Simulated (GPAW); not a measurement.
# Optical response of BaTiO3, part 2 of 2

Wanted: where BaTiO3 starts to absorb, how strongly, and its refractive index.

GPAW 26.7.0; DFT, PBE, plane-wave PAW (GPAW data sets), scalar-relativistic, RPA, optical limit.

So far. Step 2 (Ground state): There is a gap, 1.78 eV on this mesh (points off the mesh can give less), so no carriers' term is needed.

**4. Dielectric function, RPA**

Transitions between filled and empty bands, summed over the zone, give the optical response, so mesh, band count and broadening shape it.

The induced potential is part of this response.

This step: DFT, PBE, plane-wave PAW (GPAW data sets), scalar-relativistic, RPA, optical limit (GPAW 26.7.0).

File df.py:

```python
from gpaw.response.df import DielectricFunction

df = DielectricFunction('full.gpw', frequencies={'type': 'nonlinear', 'domega0': 0.03, 'omega2': 8},
                        ecut=50,
                        eta=0.12,
                        nbands=56,
                        txt='df.txt')
for direction in ['x', 'z']:
    df.get_dielectric_function(xc='RPA', direction=direction, filename=f'df_{direction}.csv')
```

On the command line:

```bash
$ OMP_NUM_THREADS=1 python df.py
```

Numbers of over 12 decimals in the logs are rounded to 6 here.

The log of the run:

```text
Using integrator: PointIntegrator
NonLinearFrequencyDescriptor(from 0.000 to 90.926 eV, 532 points)
Nonperiodic BCs:  [False False False]
Using integrator: PointIntegrator
NonLinearFrequencyDescriptor(from 0.000 to 90.926 eV, 532 points)
Nonperiodic BCs:  [False False False]

Calculating chi0 body with:
    Ground state adapter containing:
    Number of spins: 1
    Number of kpoints: 343
    Number of irreducible kpoints: 20
    Number of completely occupied states: 20
    Number of partially occupied states: 20

    Linear response parametrization:
    q_c: [0.0, 0.0, 0.0]
    Number of frequency points: 532
    Planewave cutoff: 50.0
    Number of bands: 56
    Number of planewaves: 57
    Broadening (eta): 0.12

Integrating chi0 body.

Symmetries of q_c:
    Direct symmetries (Uq -> q): 48
    Indirect symmetries (TUq -> q): 0
In total 48 allowed symmetries.

20 groups of equivalent kpoints. 94.169096% reduction.

Integral kind: spectral function

Calculating chi0 optical extensions with:
    Ground state adapter containing:
    Number of spins: 1
    Number of kpoints: 343
    Number of irreducible kpoints: 20
    Number of completely occupied states: 20
    Number of partially occupied states: 20

    Linear response parametrization:
    Number of frequency points: 532
    Planewave cutoff: 50.0
    Number of bands: 56
    Number of planewaves: 57
    Broadening (eta): 0.12
Integrating chi0 head and wings.

Symmetries of q_c:
    Direct symmetries (Uq -> q): 48
    Indirect symmetries (TUq -> q): 0
In total 48 allowed symmetries.

20 groups of equivalent kpoints. 94.169096% reduction.

Integral kind: spectral function wings
```

It took 21 s on 1 thread of Arm Neoverse N1, shared host; peak memory 0.36 GiB.

Read-outs, printed or worked out from the files:

| Property | Result |
| --- | --- |
| electronic dielectric constant ε∞, mean over x, y and z (by symmetry where fewer were run) | 6.119 |

Some rows of df_x.csv (energy; Re and Im without local fields; Re and Im with them):

```text
0.000000, 6.360441, -0.000000, 6.118481, -0.000000
0.429336, 6.407062, 0.026699, 6.162871, 0.025411
0.878195, 6.567817, 0.062056, 6.315725, 0.058935
1.347938, 6.918124, 0.128546, 6.647721, 0.121524
1.840057, 7.716895, 0.526781, 7.400349, 0.493896
2.356191, 8.413640, 1.442938, 8.050484, 1.332126
2.898142, 8.679597, 3.272388, 8.358677, 3.001802
3.467895, 6.684971, 5.987693, 6.701556, 5.662178
4.067647, 4.763896, 8.247649, 5.176667, 8.013469
4.699832, 1.236087, 4.145822, 1.155871, 4.389281
5.367152, 2.096764, 2.479112, 1.918134, 2.681093
6.072622, 3.616337, 3.219528, 3.400942, 3.349452
6.819608, 4.296820, 3.612275, 4.042199, 3.697689
7.611886, 2.714388, 3.682785, 2.168870, 3.748237
8.453705, 3.018014, 4.013530, 2.380326, 3.896056
9.349861, 1.194557, 4.580912, 0.847441, 4.198791
10.305790, -0.038971, 4.313400, -0.067581, 3.837263
11.327680, -0.303483, 2.365589, -0.378031, 2.264743
12.422601, 0.237818, 1.291962, -0.061687, 1.206656
13.598673, 0.944592, 0.700745, 0.560134, 0.640695
```

The Im ε, E ∥ x or z has structure finer than the step of the table below, so its rows give means over 0.5 eV, whole bins alone (the curve runs from 0 to 14.0 eV). Peaks (eV: height): 3.43: 5.71, 4.07: 8.01, 7.10: 5.22, 7.97: 5.01, 8.64: 4.93.

Sum at mesh points, not converged in k; values under the direct gap are tails of Lorentzian lines. Im ε, E ∥ x or z against photon energy; means over each step:

| photon energy (eV) | Im ε, E ∥ x or z |
| --- | --- |
| 0.5 | 0.0304 |
| 1.0 | 0.0725 |
| 1.5 | 0.177 |
| 2.0 | 0.757 |
| 2.5 | 1.67 |
| 3.0 | 3.32 |
| 3.5 | 5.21 |
| 4.0 | 6.93 |
| 4.5 | 5.92 |
| 5.0 | 3.65 |
| 5.5 | 2.65 |
| 6.0 | 3.11 |
| 6.5 | 3.27 |
| 7.0 | 4.45 |
| 7.5 | 4.03 |
| 8.0 | 4.24 |
| 8.5 | 4.30 |
| 9.0 | 4.15 |
| 9.5 | 3.90 |
| 10.0 | 3.79 |
| 10.5 | 3.42 |
| 11.0 | 2.64 |
| 11.5 | 2.22 |
| 12.0 | 1.82 |
| 12.5 | 1.29 |
| 13.0 | 0.949 |
| 13.5 | 0.695 |

The reflectivity at normal incidence, E ∥ x or z has structure finer than the step of the table below, so its rows give means over 0.5 eV, whole bins alone (the curve runs from 0 to 14.0 eV). Peaks (eV: height): 4.07: 32.0, 7.10: 24.5, 7.97: 24.4, 8.70: 25.6, 10.52: 29.2, 12.75: 21.4.

Sum at mesh points, not converged in k. Reflectivity at normal incidence, E ∥ x or z against photon energy; means over each step:

| photon energy (eV) | reflectivity at normal incidence, E ∥ x or z (%) |
| --- | --- |
| 0.5 | 18.2 |
| 1.0 | 18.8 |
| 1.5 | 20.0 |
| 2.0 | 21.7 |
| 2.5 | 23.7 |
| 3.0 | 26.0 |
| 3.5 | 26.9 |
| 4.0 | 30.2 |
| 4.5 | 28.2 |
| 5.0 | 18.9 |
| 5.5 | 14.4 |
| 6.0 | 16.9 |
| 6.5 | 17.4 |
| 7.0 | 22.1 |
| 7.5 | 20.4 |
| 8.0 | 21.6 |
| 8.5 | 22.0 |
| 9.0 | 23.2 |
| 9.5 | 23.9 |
| 10.0 | 23.5 |
| 10.5 | 28.1 |
| 11.0 | 25.4 |
| 11.5 | 23.9 |
| 12.0 | 25.4 |
| 12.5 | 19.6 |
| 13.0 | 14.1 |
| 13.5 | 7.36 |

The loss function −Im 1/ε at q → 0, E ∥ x or z has structure finer than the step of the table below, so its rows give means over 0.5 eV, whole bins alone (the curve runs from 0 to 14.0 eV). Peaks (eV: height): 12.92: 1.15, 13.43: 1.20.

Sum at mesh points, not converged in k; values under the direct gap are tails of Lorentzian lines. The loss function −Im 1/ε at q → 0, E ∥ x or z by energy loss; means over each step:

| energy loss (eV) | loss function −Im 1/ε at q → 0, E ∥ x or z |
| --- | --- |
| 0.5 | 7.9e-4 |
| 1.0 | 0.00177 |
| 1.5 | 0.00372 |
| 2.0 | 0.0133 |
| 2.5 | 0.0241 |
| 3.0 | 0.0398 |
| 3.5 | 0.0684 |
| 4.0 | 0.0835 |
| 4.5 | 0.158 |
| 5.0 | 0.198 |
| 5.5 | 0.190 |
| 6.0 | 0.139 |
| 6.5 | 0.146 |
| 7.0 | 0.136 |
| 7.5 | 0.186 |
| 8.0 | 0.184 |
| 8.5 | 0.188 |
| 9.0 | 0.223 |
| 9.5 | 0.250 |
| 10.0 | 0.255 |
| 10.5 | 0.292 |
| 11.0 | 0.375 |
| 11.5 | 0.444 |
| 12.0 | 0.531 |
| 12.5 | 0.765 |
| 13.0 | 1.01 |
| 13.5 | 1.00 |

The Im ε, E ∥ x or z has structure finer than the step of the table below, so its rows give means over 0.5 eV, whole bins alone (the curve runs from 0 to 14.0 eV). Peaks (eV: height): without local fields 3.38: 6.10, 4.07: 8.25, 7.10: 4.99, 7.97: 5.11, 8.64: 5.25; with local fields 3.43: 5.71, 4.07: 8.01, 7.10: 5.22, 7.97: 5.01, 8.64: 4.93.

Sum at mesh points, not converged in k; values under the direct gap are tails of Lorentzian lines. The Im ε, E ∥ x or z by photon energy; means over each step:

| photon energy (eV) | without local fields | with local fields |
| --- | --- | --- |
| 0.5 | 0.0320 | 0.0304 |
| 1.0 | 0.0765 | 0.0725 |
| 1.5 | 0.188 | 0.177 |
| 2.0 | 0.809 | 0.757 |
| 2.5 | 1.81 | 1.67 |
| 3.0 | 3.64 | 3.32 |
| 3.5 | 5.54 | 5.21 |
| 4.0 | 7.21 | 6.93 |
| 4.5 | 5.68 | 5.92 |
| 5.0 | 3.48 | 3.65 |
| 5.5 | 2.48 | 2.65 |
| 6.0 | 2.98 | 3.11 |
| 6.5 | 3.14 | 3.27 |
| 7.0 | 4.28 | 4.45 |
| 7.5 | 3.89 | 4.03 |
| 8.0 | 4.29 | 4.24 |
| 8.5 | 4.47 | 4.30 |
| 9.0 | 4.43 | 4.15 |
| 9.5 | 4.26 | 3.90 |
| 10.0 | 4.24 | 3.79 |
| 10.5 | 3.70 | 3.42 |
| 11.0 | 2.81 | 2.64 |
| 11.5 | 2.30 | 2.22 |
| 12.0 | 1.82 | 1.82 |
| 12.5 | 1.36 | 1.29 |
| 13.0 | 1.01 | 0.949 |
| 13.5 | 0.755 | 0.695 |

At chosen wavelengths:

| wavelength (nm) | n | k | R (%) | 1/α |
| --- | --- | --- | --- | --- |
| 1064 | 2.55 | 0.018 | 19.0 | 4.7 µm |
| 633 | 2.74 | 0.134 | 21.8 | 375 nm |
| 450 | 2.93 | 0.392 | 24.8 | 91 nm |
| 405 | 2.97 | 0.575 | 26.1 | 56 nm |
| 365 | 2.89 | 0.989 | 28.2 | 29 nm |
| 308 | 2.81 | 1.402 | 31.8 | 17 nm |
| 248 | 1.93 | 0.987 | 19.2 | 20 nm |

Below the direct gap, k and the depth come from the tails of the Lorentzian lines, not from transitions.

Rows near the edge hang on the gap, which this functional as a rule makes too small, and phonon-assisted absorption is left out.

**5. Summary of results**

```
electronic dielectric constant ε∞, mean over x, y and z (by symmetry where fewer were run) (RPA) : 6.12
```

What this shows: At this level (PBE, RPA) BaTiO3 has ε∞ = 6.12 and n = 2.51 at 1550 nm. On the mesh the gap is 1.84 eV and the least direct gap 1.91 eV, so on this mesh the band edges lie at different points. Local fields change the static value along x from 6.36 to 6.12 (-4 %). Excitons and phonon-assisted transitions are missing; PBE gaps are as a rule too small, which pulls the onset down and ε∞ up. Spin-orbit coupling is left out although heavy atoms are present. In this version of GPAW the matrix elements of the optical limit are incomplete, which can lower ε − 1 by up to a tenth where first-row anions or d states rule, and shift it by more in d metals. The sum runs over mesh points 0.22 Å⁻¹ apart with no interpolation, so peaks are partly noise of the mesh and static values carry its error.

[Machine, clock and banner lines and Python warnings are left out of the logs.]

[Logs are printed without paths, hosts, clocks, repeated set-up lines and the standing remarks that a program may print on its own settings, such as how far it seeks lower states.]

[Hosts, paths, dates, database ids (printed as entryN), source tags and the programs' standing remarks are cut or masked in the printed files.]
